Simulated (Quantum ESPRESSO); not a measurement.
**Core-hole calculation of the C K edge in Dy2C (R-3m)**

Aim: the near-edge shape at the C K edge of Dy2C (R-3m), and what the core hole does to it.

Method: X-ray absorption near-edge structure, plane-wave PAW LDA, one-electron final states by a Lanczos continued fraction, without spin-orbit coupling, in Quantum ESPRESSO 7.5.

This is a report of a sequence of runs, with most program output left out.

### Step 1. Set-up

Symmetry: R-3m, No. 166, trigonal system. The conventional cell has a = 3.592 Å, b = 3.592 Å, c = 18.349 Å, α = 90.00°, β = 90.00°, γ = 120.00°. Dy has 3 C at 2.47 Å nearest. Nearest to C lie 6 Dy at 2.47 Å. Farther neighbours are not listed.

### Step 2. Ground state of the crystal

The ground state comes first: it tells whether the system has a gap, which decides how the excited electron is treated.

The PAW data sets are made with ld1.x, with reconstruction data.

Contents of scf.in:

```
&control
   calculation='scf', prefix='x', pseudo_dir='../pp', outdir='tmp', tprnfor=.true.
/
&system
   ibrav=0, nat=3, ntyp=2, nbnd=17
   ecutwfc=43, ecutrho=400
   occupations='smearing', smearing='mv', degauss=0.015
/
&electrons
   conv_thr=3.0e-08, electron_maxstep=120
   mixing_beta=0.5
/
ATOMIC_SPECIES
Dy 1.0 Dy.lda-spdn-kjpaw.UPF
C3 1.0 C.lda-n-kjpaw.UPF
CELL_PARAMETERS angstrom
  1.79588930 1.03685717 6.11639448
  -1.79588930 1.03685717 6.11639448
  0.00000000 -2.07371434 6.11639448
ATOMIC_POSITIONS crystal
Dy   0.73970792 0.73970792 0.73970792
Dy   0.26029208 0.26029208 0.26029208
C3   0.00000000 0.00000000 0.00000000
K_POINTS automatic
9 9 9 0 0 0
```

The run is started by

```bash
$ OMP_NUM_THREADS=1 mpirun --oversubscribe --bind-to none -np 4 pw.x -nk 4 -in scf.in > scf.out
```

Run time: 26 s. Hardware: 4 MPI ranks of Intel Xeon Platinum 8488C (Sapphire Rapids), shared host; peak memory 0.16 GiB.

Absorbing atoms carry a label of their own (element plus a letter or digit), as the spectrum program needs them as separate species.

The mesh shows no gap, so the system is treated as a metal and the core electron is put at the Fermi level (neutral cell).

### Step 3. Spectrum without a core hole, C atom 3

Without a hole the spectrum is the empty density of states of the right symmetry on the absorber, weighted by matrix elements. It needs only the small cell and serves as the baseline.

The absorber has 6 Dy at 2.47 Å (octahedral, site symmetry -3m).

Contents of xspectra.in:

```
&input_xspectra
   calculation='xanes_dipole', edge='K'
   prefix='x', outdir='tmp', xiabs=2, xe0=9.8844
   xonly_plot=.false., x_save_file='xanes.sav'
   xniter=3000, xcheck_conv=20, xerror=0.005
   xcoordcrys=.false., xepsilon(1)=1, xepsilon(2)=0, xepsilon(3)=0
/
&plot
   xnepoint=413, xemin=-10, xemax=45, terminator=.true., cut_occ_states=.true.
   xgamma=0.4
/
&pseudos
   filecore='../C.wfc'
/
&cut_occ
   cut_desmooth=0.1, cut_stepl=0.05, cut_stepu=0.05, cut_ierror=1e-5
/
10 10 10 0 0 0
```

The run is started by

```bash
$ OMP_NUM_THREADS=1 mpirun --oversubscribe --bind-to none -np 4 xspectra.x -nk 4 -in xspectra.in > xspectra.out
```

The job ended after 5 min (4 MPI ranks; peak memory 0.16 GiB).

The C K spectrum, C atom 3, no core hole (energy from the energy zero of the input (xe0, at the border of filled and empty states); intensity scaled to a mean of 1 over the first 20 eV; the points at xe0, where the cut of filled states can leave a spike, are interpolated; polarised curves are means over the symmetry-equivalent atoms):

```tsv
E (eV)	isotropic	ε ⊥ c	ε ∥ c
-2.0	0.04	0.04	0.05
-1.4	0.06	0.05	0.06
-0.8	0.09	0.08	0.10
-0.2	0.19	0.18	0.21
0.4	0.34	0.32	0.39
1.0	0.45	0.40	0.55
1.6	0.49	0.39	0.68
2.2	0.54	0.44	0.72
2.8	0.72	0.64	0.87
3.4	0.90	0.89	0.93
4.0	1.15	1.18	1.09
4.6	1.26	1.22	1.33
5.2	1.37	1.30	1.51
5.8	1.34	1.40	1.24
6.4	1.42	1.41	1.46
7.0	1.76	1.81	1.65
7.6	2.26	2.31	2.16
8.2	1.72	1.53	2.10
8.8	1.06	0.95	1.28
9.4	0.74	0.72	0.78
10.0	0.56	0.56	0.57
10.6	0.86	0.84	0.89
11.2	1.29	1.29	1.28
11.8	1.43	1.58	1.13
12.4	1.20	1.39	0.82
13.0	1.32	1.53	0.89
13.6	1.24	1.33	1.05
14.2	1.23	1.14	1.42
14.8	0.83	0.77	0.95
15.4	0.57	0.56	0.59
16.0	0.64	0.64	0.63
16.6	0.81	0.83	0.76
17.2	0.89	0.90	0.86
17.8	0.87	0.79	1.02
18.4	0.72	0.58	1.01
19.0	0.65	0.58	0.81
19.6	0.63	0.58	0.74
20.2	0.60	0.53	0.74
20.8	0.52	0.47	0.63
21.4	0.52	0.49	0.56
22.0	0.64	0.66	0.61
22.6	0.88	0.98	0.68
23.2	1.01	1.16	0.70
23.8	1.01	1.08	0.89
24.4	0.98	0.95	1.04
25.0	0.93	0.88	1.01
25.6	0.82	0.82	0.83
26.2	0.81	0.81	0.79
26.8	0.62	0.63	0.61
27.4	0.56	0.56	0.55
28.0	0.62	0.62	0.63
28.6	0.64	0.65	0.63
29.2	0.76	0.81	0.66
29.8	0.87	0.90	0.79
30.4	0.89	0.90	0.86
31.0	0.85	0.84	0.87
31.6	0.76	0.73	0.80
```

Main maxima below 24 eV (height): 5.5 eV (1.42), 7.6 eV (2.27), 11.6 eV (1.45), 13.0 eV (1.32), 17.5 eV (0.90) and 23.5 eV (1.03). A K edge sees empty p states on the absorber.

### Step 4. Another broadening

The final state's lifetime shortens with energy, so measured features broaden above the edge; the saved Lanczos coefficients are redrawn with a width that grows.

Contents of xspectra_plot.in:

```
&input_xspectra
   calculation='xanes_dipole', edge='K'
   prefix='x', outdir='tmp', xiabs=2, xe0=9.8844
   xonly_plot=.true., x_save_file='xanes.sav'
   xniter=3000, xcheck_conv=20, xerror=0.005
   xcoordcrys=.false., xepsilon(1)=1, xepsilon(2)=0, xepsilon(3)=0
/
&plot
   xnepoint=413, xemin=-10, xemax=45, terminator=.true., cut_occ_states=.true.
   gamma_mode='variable', gamma_energy(1)=4, gamma_energy(2)=25, gamma_value(1)=0.3, gamma_value(2)=2.5
/
&pseudos
   filecore='../C.wfc'
/
&cut_occ
   cut_desmooth=0.1, cut_stepl=0.05, cut_stepu=0.05, cut_ierror=1e-5
/
10 10 10 0 0 0
```

The run is started by

```bash
$ OMP_NUM_THREADS=1 xspectra.x -in xspectra_plot.in > xspectra_plot.out
```

Elapsed: 19 s, on 1 MPI rank; peak memory 0.11 GiB.

With a Lorentzian half width 0.3 eV up to 4 eV, rising linearly to 2.5 eV at 25 eV, the maxima are 1.3 eV (0.53), 5.5 eV (1.42), 7.5 eV (1.92), 11.9 eV (1.19) and 23.9 eV (0.80).

### Step 5. Supercell without a hole, the energy reference

The photon energy needs a difference of total energies, so the cell and mesh of the coming hole run are first run without a hole.

Contents of scf.in:

```
&control
   calculation='scf', prefix='x', pseudo_dir='../pp', outdir='tmp', tprnfor=.true.
/
&system
   ibrav=0, nat=9, ntyp=2, nbnd=48
   ecutwfc=43, ecutrho=400
   occupations='smearing', smearing='mv', degauss=0.015
/
&electrons
   conv_thr=9.0e-08, electron_maxstep=120
   mixing_beta=0.5
/
ATOMIC_SPECIES
Dy 1.0 Dy.lda-spdn-kjpaw.UPF
C 1.0 C.lda-n-kjpaw.UPF
CELL_PARAMETERS angstrom
  -5.38766789 -3.11057151 0.00000000
  5.38766789 -3.11057151 0.00000000
  1.79588930 1.03685717 6.11639448
ATOMIC_POSITIONS crystal
Dy   0.73970792 0.00000000 0.21912376
Dy   0.40637459 0.33333333 0.21912376
Dy   0.07304125 0.66666667 0.21912376
Dy   0.26029208 0.00000000 0.78087624
Dy   0.92695875 0.33333333 0.78087624
Dy   0.59362541 0.66666667 0.78087624
C    0.00000000 0.00000000 0.00000000
C    0.66666667 0.33333333 0.00000000
C    0.33333333 0.66666667 0.00000000
K_POINTS automatic
5 5 4 0 0 0
```

The run is started by

```bash
$ OMP_NUM_THREADS=1 mpirun --oversubscribe --bind-to none -np 4 pw.x -nk 4 -in scf.in > scf.out
```

Run time: 60 s. Hardware: 4 MPI ranks; peak memory 0.35 GiB; 4 min of CPU time.

Reference energy: -1986699.274 eV with the cores included.

### Step 6. The atom with a core hole

The frozen core must hold the hole, so the absorber gets a data set of its own.

Contents of C.lda-n-kjpaw-1sch.ld1.in:

```
&input
   title='C', zed=6., rel=1, iswitch=3, dft='PZ',
   config='1s1 2s2 2p3'
/
&inputp
   file_pseudopw='C.lda-n-kjpaw-1sch.UPF', author='',
   lpaw=.true.,
   pseudotype=3,
   lloc=-1,
   rcloc=0.9,
   which_augfun='PSQ',
   rmatch_augfun_nc=.true.,
   nlcc=.true.,
   new_core_ps=.true.,
   rcore=0.7,
   tm=.true.,
   zval=5,
   lgipaw_reconstruction=.true., use_paw_as_gipaw=.true.
/
4
2S  1  0  2.00  0.00  1.00  1.20  0.0
2S  1  0  0.00  3.00  1.00  1.20  0.0
2P  2  1  3.00  0.00  0.90  1.40  0.0
2P  2  1  0.00  0.05  0.90  1.40  0.0
```

The run is started by

```bash
$ ld1.x < C.lda-n-kjpaw-1sch.ld1.in > C.lda-n-kjpaw-1sch.ld1.out
```

It took 0.85 s on 1 MPI rank; peak memory 0.12 GiB.

Removing the core electron and adding it to the valence shell costs the free atom 287.2 eV.

### Step 7. Supercell with XCH, C atom 3

The holes are 6.2 Å apart. The excited electron is kept in the cell, where it fills the lowest empty states and screens the hole.

scf.in: that of step 5 with these lines changed.

```diff
@@ -4,3 +4,3 @@
 &system
-   ibrav=0, nat=9, ntyp=2, nbnd=48
+   ibrav=0, nat=9, ntyp=3, nbnd=49
    ecutwfc=43, ecutrho=400
@@ -14,2 +14,3 @@
 Dy 1.0 Dy.lda-spdn-kjpaw.UPF
+C0 1.0 C.lda-n-kjpaw-1sch.UPF
 C 1.0 C.lda-n-kjpaw.UPF
@@ -26,3 +27,3 @@
 Dy   0.59362541 0.66666667 0.78087624
-C    0.00000000 0.00000000 0.00000000
+C0   0.00000000 0.00000000 0.00000000
 C    0.66666667 0.33333333 0.00000000
```

The run is started by

```bash
$ OMP_NUM_THREADS=1 mpirun --oversubscribe --bind-to none -np 4 pw.x -nk 4 -in scf.in > scf.out
```

The job ended after 72 s (4 MPI ranks; peak memory 0.35 GiB; 4.8 min of CPU time).

Energy with the hole: -1986414.637 eV, cores included.

### Step 8. Spectrum with XCH, C atom 3

The Lanczos recursion gives the spectrum without computing empty bands; each polarisation needs a run of its own on the full k mesh. xe0 is set between filled and empty states, and states below it are cut, here at the Fermi level, which holds the excited electron. The file of filecore holds the core orbital, taken from the hole-free data set.

xspectra.in: that of step 3 with these lines changed.

```diff
@@ -2,3 +2,3 @@
    calculation='xanes_dipole', edge='K'
-   prefix='x', outdir='tmp', xiabs=2, xe0=9.8844
+   prefix='x', outdir='tmp', xiabs=2, xe0=10.0073
    xonly_plot=.false., x_save_file='xanes.sav'
@@ -17,2 +17,2 @@
 /
-10 10 10 0 0 0
+6 6 5 0 0 0
```

xspectra_1.in, as its differences from xspectra.in of step 8:

```diff
@@ -5,3 +5,3 @@
    xniter=3000, xcheck_conv=20, xerror=0.005
-   xcoordcrys=.false., xepsilon(1)=1, xepsilon(2)=0, xepsilon(3)=0
+   xcoordcrys=.false., xepsilon(1)=0, xepsilon(2)=1, xepsilon(3)=0
 /
```

xspectra_2.in, as its differences from xspectra_1.in of step 8:

```diff
@@ -5,3 +5,3 @@
    xniter=3000, xcheck_conv=20, xerror=0.005
-   xcoordcrys=.false., xepsilon(1)=0, xepsilon(2)=1, xepsilon(3)=0
+   xcoordcrys=.false., xepsilon(1)=0, xepsilon(2)=0, xepsilon(3)=1
 /
```

The run is started by

```bash
$ OMP_NUM_THREADS=1 mpirun --oversubscribe --bind-to none -np 4 xspectra.x -nk 4 -in xspectra.in > xspectra.out
```

The job ended after 5.1 min (4 MPI ranks; peak memory 0.26 GiB).

The C K spectrum, C atom 3, excited-electron core hole (neutral cell) (energy from the energy zero of the input (xe0, at the border of filled and empty states); intensity scaled to a mean of 1 over the first 20 eV; the points at xe0, where the cut of filled states can leave a spike, are interpolated; polarised curves are means over the symmetry-equivalent atoms):

```tsv
E (eV)	isotropic	ε ⊥ c	ε ∥ c
-2.0	0.05	0.05	0.06
-1.5	0.07	0.06	0.07
-1.0	0.09	0.08	0.10
-0.5	0.14	0.13	0.16
0.0	0.27	0.24	0.33
0.5	0.41	0.35	0.53
1.0	0.58	0.49	0.78
1.5	0.64	0.50	0.92
2.0	0.80	0.69	1.01
2.5	1.13	1.06	1.27
3.0	1.43	1.44	1.41
3.5	1.65	1.76	1.43
4.0	1.71	1.70	1.73
4.5	1.79	1.69	1.99
5.0	1.80	1.84	1.72
5.5	1.64	1.69	1.54
6.0	1.64	1.65	1.61
6.5	1.79	1.82	1.73
7.0	2.04	2.09	1.94
7.5	1.57	1.46	1.79
8.0	0.99	0.87	1.24
8.5	0.70	0.67	0.75
9.0	0.61	0.64	0.57
9.5	0.54	0.56	0.49
10.0	0.72	0.76	0.64
10.5	1.18	1.26	1.03
11.0	1.29	1.39	1.08
11.5	1.23	1.34	0.99
12.0	1.07	1.24	0.74
12.5	1.11	1.25	0.83
13.0	1.04	1.07	0.98
13.5	0.97	0.88	1.14
14.0	0.87	0.75	1.10
14.5	0.56	0.52	0.62
15.0	0.43	0.41	0.47
15.5	0.49	0.49	0.51
16.0	0.67	0.68	0.64
16.5	0.77	0.78	0.75
17.0	0.79	0.74	0.89
17.5	0.71	0.61	0.89
18.0	0.62	0.50	0.85
18.5	0.55	0.48	0.70
19.0	0.56	0.52	0.63
19.5	0.55	0.50	0.64
20.0	0.55	0.51	0.61
20.5	0.52	0.50	0.56
21.0	0.54	0.54	0.52
21.5	0.65	0.70	0.56
22.0	0.86	0.98	0.62
22.5	1.01	1.17	0.69
23.0	0.94	1.03	0.75
23.5	0.87	0.87	0.87
24.0	0.83	0.79	0.92
24.5	0.77	0.71	0.89
25.0	0.74	0.73	0.75
25.5	0.68	0.70	0.65
26.0	0.61	0.62	0.58
26.5	0.52	0.51	0.53
27.0	0.50	0.51	0.48
27.5	0.52	0.53	0.51
28.0	0.58	0.59	0.58
28.5	0.63	0.66	0.57
29.0	0.74	0.78	0.66
29.5	0.76	0.77	0.74
30.0	0.72	0.73	0.70
30.5	0.69	0.67	0.74
31.0	0.64	0.61	0.69
31.5	0.57	0.57	0.58
32.0	0.55	0.55	0.56
```

Main maxima below 24 eV (height): 4.8 eV (1.81), 7.0 eV (2.05), 11.2 eV (1.33), 16.8 eV (0.81) and 22.6 eV (1.02). 

The total-energy difference is 284.64 eV. One term is added: -6.67 eV, since the hole is spin-paired here and a spin-polarised one costs that much less in the free atom (computed apart). The photon energy is then 277.97 eV. The functional leaves an error in such absolute values: in the free atom LDA prices this hole 2.9 eV below PBE (computed apart), and PBE is itself good to a few eV.

### Step 9. Another broadening

xspectra_plot.in: that of step 4 with these lines changed.

```diff
@@ -2,3 +2,3 @@
    calculation='xanes_dipole', edge='K'
-   prefix='x', outdir='tmp', xiabs=2, xe0=9.8844
+   prefix='x', outdir='tmp', xiabs=2, xe0=10.0073
    xonly_plot=.true., x_save_file='xanes.sav'
@@ -17,2 +17,2 @@
 /
-10 10 10 0 0 0
+6 6 5 0 0 0
```

The run is started by

```bash
$ OMP_NUM_THREADS=1 xspectra.x -in xspectra_plot.in > xspectra_plot.out
```

Elapsed: 7.9 s, on 1 MPI rank; peak memory 0.05 GiB.

With a Lorentzian half width 0.3 eV up to 4 eV, rising linearly to 2.5 eV at 25 eV, the maxima are 4.8 eV (1.82), 6.8 eV (1.81), 11.2 eV (1.08) and 23.0 eV (0.72).

### Step 10. Supercell with FCH, C atom 3

The holes are 6.2 Å apart. The excited electron is left out and a uniform background balances the charge.

Changed against the first core-hole run: core hole to FCH.

scf.in: that of step 7 with these lines changed.

```diff
@@ -4,5 +4,6 @@
 &system
-   ibrav=0, nat=9, ntyp=3, nbnd=49
+   ibrav=0, nat=9, ntyp=3, nbnd=48
    ecutwfc=43, ecutrho=400
    occupations='smearing', smearing='mv', degauss=0.015
+   tot_charge=1
 /
```

The run is started by

```bash
$ OMP_NUM_THREADS=1 mpirun --oversubscribe --bind-to none -np 4 pw.x -nk 4 -in scf.in > scf.out
```

The job ended after 59 s (4 MPI ranks; peak memory 0.35 GiB).

Energy with the hole: -1986424.636 eV, cores included.

### Step 11. Spectrum with FCH, C atom 3

Changed against the first core-hole run: core hole to FCH.

xspectra.in: that of step 8 with these lines changed.

```diff
@@ -2,3 +2,3 @@
    calculation='xanes_dipole', edge='K'
-   prefix='x', outdir='tmp', xiabs=2, xe0=10.0073
+   prefix='x', outdir='tmp', xiabs=2, xe0=9.9862
    xonly_plot=.false., x_save_file='xanes.sav'
```

The run is started by

```bash
$ OMP_NUM_THREADS=1 mpirun --oversubscribe --bind-to none -np 4 xspectra.x -nk 4 -in xspectra.in > xspectra.out
```

It took 4.6 min on 4 MPI ranks; peak memory 0.26 GiB.

```tsv
E (eV)	first run	this run
-2.0	0.05	0.05
-1.0	0.09	0.09
0.0	0.27	0.26
1.0	0.58	0.56
2.0	0.80	0.75
3.0	1.43	1.38
4.0	1.71	1.71
5.0	1.80	1.82
6.0	1.64	1.65
7.0	2.04	2.04
8.0	0.99	1.07
9.0	0.61	0.62
10.0	0.72	0.64
11.0	1.29	1.26
12.0	1.07	1.08
13.0	1.04	1.07
14.0	0.87	0.93
15.0	0.43	0.44
16.0	0.67	0.63
17.0	0.79	0.80
18.0	0.62	0.64
19.0	0.56	0.56
20.0	0.55	0.55
21.0	0.54	0.52
22.0	0.86	0.80
23.0	0.94	0.97
24.0	0.83	0.84
25.0	0.74	0.74
26.0	0.61	0.63
27.0	0.50	0.50
28.0	0.58	0.57
29.0	0.74	0.72
30.0	0.72	0.73
31.0	0.64	0.65
32.0	0.55	0.56
```

Against the first run the r.m.s. difference is 4 %. The highest intensity below 16 eV goes from 7.0 eV (2.05) to 7.1 eV (2.06).

The photon energy of the zero moves by -0.01 eV.

### Step 12. Reference energy of the supercell

The cutoff changes for the next run, so it gets a reference energy of its own.

scf.in: that of step 10 with these lines changed.

```diff
@@ -4,6 +4,5 @@
 &system
-   ibrav=0, nat=9, ntyp=3, nbnd=48
-   ecutwfc=43, ecutrho=400
+   ibrav=0, nat=9, ntyp=2, nbnd=48
+   ecutwfc=75, ecutrho=600
    occupations='smearing', smearing='mv', degauss=0.015
-   tot_charge=1
 /
@@ -15,3 +14,2 @@
 Dy 1.0 Dy.lda-spdn-kjpaw.UPF
-C0 1.0 C.lda-n-kjpaw-1sch.UPF
 C 1.0 C.lda-n-kjpaw.UPF
@@ -28,3 +26,3 @@
 Dy   0.59362541 0.66666667 0.78087624
-C0   0.00000000 0.00000000 0.00000000
+C    0.00000000 0.00000000 0.00000000
 C    0.66666667 0.33333333 0.00000000
```

The run is started by

```bash
$ OMP_NUM_THREADS=1 mpirun --oversubscribe --bind-to none -np 4 pw.x -nk 4 -in scf.in > scf.out
```

Run time: 2.6 min. Hardware: 4 MPI ranks; peak memory 0.6 GiB.

Reference energy: -1986699.361 eV with the cores included.

### Step 13. Supercell with XCH, C atom 3

A test of how far the result depends on this setting.

Changed against the first core-hole run: cutoff (Ry) to 75 and density cutoff (Ry) to 600.

scf.in: that of step 12 with these lines changed.

```diff
@@ -4,3 +4,3 @@
 &system
-   ibrav=0, nat=9, ntyp=2, nbnd=48
+   ibrav=0, nat=9, ntyp=3, nbnd=49
    ecutwfc=75, ecutrho=600
@@ -14,2 +14,3 @@
 Dy 1.0 Dy.lda-spdn-kjpaw.UPF
+C0 1.0 C.lda-n-kjpaw-1sch.UPF
 C 1.0 C.lda-n-kjpaw.UPF
@@ -26,3 +27,3 @@
 Dy   0.59362541 0.66666667 0.78087624
-C    0.00000000 0.00000000 0.00000000
+C0   0.00000000 0.00000000 0.00000000
 C    0.66666667 0.33333333 0.00000000
```

Run time: 2.7 min. Hardware: 4 MPI ranks; peak memory 0.62 GiB; 11 min of CPU time.

Energy with the hole: -1986414.731 eV, cores included.

### Step 14. Spectrum with XCH, C atom 3

Changed against the first core-hole run: cutoff (Ry) to 75 and density cutoff (Ry) to 600.

xspectra.in: that of step 11 with these lines changed.

```diff
@@ -2,3 +2,3 @@
    calculation='xanes_dipole', edge='K'
-   prefix='x', outdir='tmp', xiabs=2, xe0=9.9862
+   prefix='x', outdir='tmp', xiabs=2, xe0=10.0069
    xonly_plot=.false., x_save_file='xanes.sav'
```

The run is started by

```bash
$ OMP_NUM_THREADS=1 mpirun --oversubscribe --bind-to none -np 4 xspectra.x -nk 4 -in xspectra.in > xspectra.out
```

It took 14 min on 4 MPI ranks; peak memory 0.05 GiB.

The run was cut off at its time limit.

The time allowed ran out, so this step gives no result.

### Step 15. What the core hole does

Both curves are counted from their own zero, so only the shift of weight within the empty states shows.

```tsv
E (eV)	no hole	XCH
-2.0	0.04	0.05
-1.0	0.07	0.09
0.0	0.25	0.27
1.0	0.45	0.58
2.0	0.50	0.80
3.0	0.77	1.43
4.0	1.15	1.71
5.0	1.31	1.80
6.0	1.33	1.64
7.0	1.76	2.04
8.0	1.99	0.99
9.0	0.93	0.61
10.0	0.56	0.72
11.0	1.16	1.29
12.0	1.34	1.07
13.0	1.32	1.04
14.0	1.23	0.87
15.0	0.69	0.43
16.0	0.64	0.67
17.0	0.87	0.79
18.0	0.81	0.62
19.0	0.65	0.56
20.0	0.61	0.55
21.0	0.51	0.54
22.0	0.64	0.86
23.0	0.98	0.94
24.0	1.00	0.83
25.0	0.93	0.74
26.0	0.83	0.61
27.0	0.58	0.50
28.0	0.62	0.58
29.0	0.70	0.74
30.0	0.87	0.72
31.0	0.85	0.64
32.0	0.71	0.55
```

With each curve scaled to its own mean, the area from −2 to 6 eV with the hole is 7.5 against 5.2, and the centre of weight from −1 to 20 eV moves by -1.0 eV: the hole pulls the absorber's empty states down.

### Step 16. What came out

| Item | Value |
| --- | --- |
| absorber and edge | C K, atom 3 of the ground-state input (counted from 1) |
| surroundings | 6 Dy at 2.47 Å (octahedral, site symmetry -3m) |
| highest intensity below 16 eV | 7.0 eV above the zero, height 2.05 |
| photon energy of the zero, with the added terms | 278.0 eV (raw 284.6 eV; LDA puts this hole about 3 eV below PBE, itself good to a few eV) |

What this shows: The C K edge of atom 3, with 6 Dy at 2.47 Å (octahedral, site symmetry -3m), has its highest intensity of the first 16 eV at 7.0 eV above the zero, near 285 eV in photon energy (LDA puts this hole about 3 eV below PBE, itself good to a few eV), 2.0 times the mean level of the first 20 eV (Lorentzian half width 0.4 eV). With each curve scaled to its own mean, the area from −2 to 6 eV with the hole is 7.5 against 5.2, and the centre of weight from −1 to 20 eV moves by -1.0 eV: the hole pulls the absorber's empty states down. Changing the core hole to FCH alters the shape by 4 % r.m.s., so the result is insensitive to this choice. At the C K edge of atom 3 polarisation matters most near 12.2 eV, where the curves differ by 0.5 on this scale. The run has no spin polarisation, although Dy can carry a moment. Lanthanide 4f electrons are frozen in the core. The holes are only 6.2 Å apart, so the shape is probably not converged with cell size; no larger cell was run here. Lifetime broadening is put in by hand, and intensities beyond about 20 eV depend on it and on the partial waves. The structure is a computed Materials Project entry and may be a hypothetical form.

[Logs are printed without paths, hosts, clocks, repeated set-up lines and the standing remarks that a program may print on its own settings, such as how far it seeks lower states.]

[Hosts, paths, dates, database ids (printed as entryN), source tags and the programs' standing remarks are cut or masked in the printed files.]

[Lists of maxima count a maximum above −3 eV only where it reaches 4 % of the highest in the window and stands out from its surroundings by 2 % of it (1.5 % where it reaches 55 %); shoulders and weaker maxima are passed over, and of the rest the first, up to two pre-edge ones and the few strongest are named.]
